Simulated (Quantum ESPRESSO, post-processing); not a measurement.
# 1T-HfO2, 1 layer: k-mesh convergence, part 3 of 3

Wanted: the cheapest sound input for 1T-HfO2, 1 layer, from a series that sets result against time.

Quantum ESPRESSO 7.5; plane-wave DFT, PBE, GBRV ultrasoft pseudopotentials.

So far. Step 6 (SCF with pw.x: 6×6×1 points): Counted from each run's own zero (the valence top), the vacuum level differs from the first run's by -2 meV.

## 7. SCF with pw.x: 4×4×1 points

c5.in

```
&control
  prefix = 'c5'
  outdir = './out'
  pseudo_dir = './pseudo'
  calculation = 'scf'
  tprnfor = .true.
/
&system
  ibrav = 0
  nat = 3
  ntyp = 2
  ecutwfc = 40
  ecutrho = 200
  occupations = 'smearing'
  smearing = 'fd'
  degauss = 0.004
  assume_isolated = 'esm'
  esm_bc = 'bc1'
/
&electrons
  conv_thr = 1e-07
  mixing_beta = 0.4
  electron_maxstep = 120
  mixing_mode = 'local-TF'
/
ATOMIC_SPECIES
  O   15.9990  o_pbe_v1.2.uspp.F.UPF
  Hf  178.4900  hf_pbe_v1.uspp.F.UPF
CELL_PARAMETERS angstrom
  3.24000000000000 0.00000000000000 0.00000000000000
  -1.62000000000000 2.80592230826158 0.00000000000000
  0.00000000000000 0.00000000000000 19.51859087586690
ATOMIC_POSITIONS crystal
  O   0.666666666667 0.333333333333 -0.064517743414
  Hf  0.000000000000 0.000000000000 0.000000000000
  O   0.333333333333 0.666666666667 0.064517743414
K_POINTS automatic
  4 4 1 0 0 0
```

Run with:

```bash
$ OMP_NUM_THREADS=1 mpirun -n 4 pw.x -nk 1 -in c5.in > c5.out
```

The program printed:

```text
[banner, memory and clock lines left out]
Program PWSCF v.7.5 starts
[...]
Message from routine setup:
[...]
number of electrons       =        24.00
     number of Kohn-Sham states=           16
     kinetic-energy cutoff     =      40.0000  Ry
     charge density cutoff     =     200.0000  Ry
[...]
number of k points=     4  Fermi-Dirac smearing, width (Ry)=  0.0040
[...]
Dense  grid:    57185 G-vectors     FFT dimensions: (  27,  27, 180)
[...]
negative rho (up, down):  1.118E-01 0.000E+00
     Starting wfcs are   21 randomized atomic wfcs
[...]
negative rho (up, down):  1.089E-01 0.000E+00
[...]
estimated scf accuracy    <       1.04859032 Ry
[...]
negative rho (up, down):  1.385E-01 0.000E+00
[...]
estimated scf accuracy    <       0.66643594 Ry
[...]
negative rho (up, down):  1.374E-01 0.000E+00
[...]
estimated scf accuracy    <       0.23381934 Ry
[...]
negative rho (up, down):  1.557E-01 0.000E+00
[...]
estimated scf accuracy    <       0.13588781 Ry
[...]
negative rho (up, down):  1.580E-01 0.000E+00
[...]
estimated scf accuracy    <       0.02988250 Ry
[...]
negative rho (up, down):  1.506E-01 0.000E+00
[...]
estimated scf accuracy    <       0.02669875 Ry
[...]
negative rho (up, down):  1.437E-01 0.000E+00
[...]
estimated scf accuracy    <       0.00572768 Ry
[...]
negative rho (up, down):  1.443E-01 0.000E+00
[...]
estimated scf accuracy    <       0.05847085 Ry
[...]
negative rho (up, down):  1.326E-01 0.000E+00
[...]
estimated scf accuracy    <       0.02267099 Ry
[...]
negative rho (up, down):  1.261E-01 0.000E+00
[...]
estimated scf accuracy    <       0.01820532 Ry
[...]
negative rho (up, down):  1.182E-01 0.000E+00
[...]
estimated scf accuracy    <       0.02407445 Ry
[...]
negative rho (up, down):  1.128E-01 0.000E+00
[...]
estimated scf accuracy    <       0.00062680 Ry
[...]
negative rho (up, down):  1.120E-01 0.000E+00
[...]
estimated scf accuracy    <       0.01893097 Ry
[...]
negative rho (up, down):  1.101E-01 0.000E+00
[...]
estimated scf accuracy    <       0.00931405 Ry
[...]
negative rho (up, down):  1.095E-01 0.000E+00
[...]
estimated scf accuracy    <       0.00001223 Ry
[...]
negative rho (up, down):  1.094E-01 0.000E+00
[...]
estimated scf accuracy    <       0.00000801 Ry
[...]
negative rho (up, down):  1.094E-01 0.000E+00
[...]
estimated scf accuracy    <       0.00001757 Ry
[...]
negative rho (up, down):  1.094E-01 0.000E+00
[...]
estimated scf accuracy    <       0.00001094 Ry
[...]
negative rho (up, down):  1.094E-01 0.000E+00
[...]
estimated scf accuracy    <       0.00000338 Ry
[...]
negative rho (up, down):  1.094E-01 0.000E+00
[...]
estimated scf accuracy    <       0.00000074 Ry
[...]
negative rho (up, down):  1.094E-01 0.000E+00
[...]
estimated scf accuracy    <       0.00000058 Ry
[...]
negative rho (up, down):  1.094E-01 0.000E+00
[...]
estimated scf accuracy    <       0.00000041 Ry
[...]
negative rho (up, down):  1.094E-01 0.000E+00
[...]
estimated scf accuracy    <       0.00000047 Ry
[...]
negative rho (up, down):  1.093E-01 0.000E+00
[...]
estimated scf accuracy    <       0.00000031 Ry
[...]
negative rho (up, down):  1.093E-01 0.000E+00
[...]
the Fermi energy is    -7.1544 ev
!    total energy              =    -223.90348064 Ry
     estimated scf accuracy    <       0.00000008 Ry
     smearing contrib. (-TS)   =      -0.00000000 Ry
     internal energy E=F+TS    =    -223.90348064 Ry
[...]
one-electron contribution =     449.29014418 Ry
     hartree contribution      =    -227.92815349 Ry
     xc contribution           =     -90.06589733 Ry
     ewald contribution        =    -355.19957401 Ry
     convergence has been achieved in  25 iterations
     negative rho (up, down):  1.093E-01 0.000E+00
[...]
Total force =     0.228408     Total SCF correction =     0.000026
[...]
```

The job ended after 11 s (4 MPI ranks of Arm Neoverse V2, shared host; peak memory 0.59 GiB).

Read from the output:

| Quantity | Value |
| --- | --- |
| free energy | -3046.3620 eV |
| Fermi energy | -7.154 eV |
| valence top, on the run's zero | -8.848 eV |
| conduction bottom, on the run's zero | -5.586 eV |
| gap by band count | 3.262 eV |
| vacuum line at the lower end of the cell, over the valence top | 8.848 eV |
| vacuum line at the upper end of the cell, over the valence top | 8.848 eV |

The program's own clock; routines nest. Time by routine:

```
  routine  wall time (s)  calls
    PWSCF           10.3      1
electrons           9.69      1
 sum_band           3.03     25
  c_bands           2.71     25
  cegterg           2.56    100
     newd            2.5     26
    h_psi           1.92    545
     fftw           1.69  11576
 vloc_psi           1.61    545
  mix_rho           1.27     25
     ffts           0.64   2951
 init_run           0.32      1
 v_of_rho           0.28     26
   calbec            0.2    661
```

Counted from each run's own zero (the valence top), the vacuum level differs from the first run's by -14 meV.

## 8. The series side by side

All levels:

```
         level  vacuum level over the valence top (eV)  its change from the first (meV)  energy from the first (meV an atom)  SCF iterations  wall time (s)  peak memory (GiB)  CPU time (s)
23×23×1 points                                   8.862                                0                                    0              22          47.33               0.77         188.9
16×16×1 points                                   8.861                            -1.26                            -0.004853              25          36.45               0.71         145.4
12×12×1 points                                   8.863                           0.5633                             0.008299              23          24.87               0.43         99.09
  8×8×1 points                                    8.86                            -2.39                              0.01814              20          17.84               0.72         70.98
  6×6×1 points                                    8.86                           -1.937                               0.3356              22          14.01               0.67          55.7
  4×4×1 points                                   8.848                           -13.87                                5.652              25          10.86               0.59         43.07
```

## 9. Outcome

```yaml
vacuum_level_over_the_valence_top_23x23x1_points: 8.862 eV
cheapest_step_of_the_main_series_that_with_all_steps_before_it_keeps_the_vacuum_level_within_20_mev_of_the_first: 4×4×1 points: -14 meV, 43 s of CPU time against 3.1 min
setting_with_the_largest_shift_of_the_level: 4×4×1 points: -14 meV
```

What this shows: The cheapest step of the main series that, with all steps before it, keeps the vacuum level within 20 meV of the first is 4×4×1 points: -14 meV, 43 s of CPU time against 3.1 min. Over the series the energy moves by up to 5.65 meV an atom and the vacuum level by up to 14 meV. The error doesn't fall steadily with the mesh. The zero is the highest filled level on the mesh, so the level hangs on whether a mesh holds the k-point of the valence top. The times come from a shared host and are rough. Peak memory is sampled during the run and can miss the peak. The geometry is as built, not relaxed.

[Logs are printed without paths, hosts, clocks, repeated set-up lines and the standing remarks that a program may print on its own settings, such as how far it seeks lower states.]

[Hosts, paths, dates, database ids (printed as entryN), source tags and the programs' standing remarks are cut or masked in the printed files.]

[Maps of the electrostatic potential energy from Ansatz leave out the sawtooth potential of an applied field or a dipole correction, so their vacuum need not be flat; planar profiles and work functions include it.]
